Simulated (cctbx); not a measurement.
## Which space group?

Cell: a = 13.5470 Å, b = 9.5890 Å, c = 6.5090 Å, α = 90.00°, β = 90.34°, γ = 90.00°. Expected content of the cell: Pr8 Ni8 S24.

The data are simulated with cctbx, not measured: Mo Kα, λ = 0.71073 Å, to d = 0.84 Å, 70 % of the full sphere, strongest reflection 40000 counts, noise from counting, a 2 % proportional error and a noise floor of 8 counts (s.d.); no absorption.

Tests on the unmerged data give:

```text
4130 reflections to d = 0.840 A
centring   violations  <I/sigma> of those
    A        410 of  2069      4.8
    B        410 of  2058      4.8
    C          0 of  2041     -0.0
    I        509 of  2069      5.2
    R        591 of  2770      5.2
    F        410 of  3084      3.2
Laue class    unique    Rint  (classes that these axes allow; Friedel mates merged)
C 1 2/m 1         786   0.021
space group    extra absences  I>4sigma  <I/sigma>
C 1 2 1                 0          0         -  acentric
C 1 m 1                 0          0         -  acentric
C 1 2/m 1               0          0         -  centric
Wilson B = 0.96 A^2   <|E^2-1|> = 1.484 (0.968 centric, 0.736 acentric)   E^2>4: 13.2 %
shell (A)         n   <I/sigma>
 7.83 - 1.68    102     14.4
 1.68 - 1.33    101     15.7
 1.33 - 1.16     94     14.3
 1.16 - 1.06     98     16.3
 1.06 - 0.98    103     13.1
 0.98 - 0.92     92     17.6
 0.92 - 0.88     96     14.6
 0.88 - 0.84    100     12.0
```

Q: Read the symmetry from these tables.

The reflections that C centring forbids are absent (⟨I/σ⟩ near 0), so the lattice is C.

Only C 1 2/m 1 fits these axes (Rint 0.021); a search for a hidden higher lattice was not made.

3 settings pass the absence test. No glide or screw absences show, which leaves C 1 2 1, C 1 m 1 and C 1 2/m 1.

⟨|E²−1|⟩ = 1.484 is above even the centric ideal, a mark of pseudo-translation (a class of systematically weak reflections). It says nothing here on a centre of symmetry. The Wilson B of 0.96 Å² means U ≈ 0.0122 Å².

The true group is Cm (no. 8), Laue class 2/m, non-centrosymmetric. The tables only narrow the choice to the tied entries; cell content, site symmetry and trial solutions must settle it.

This is a model crystal, built by substitution and not relaxed, with assumed displacement parameters.

[Logs are printed without paths, hosts, clocks, repeated set-up lines and the standing remarks that a program may print on its own settings, such as how far it seeks lower states.]
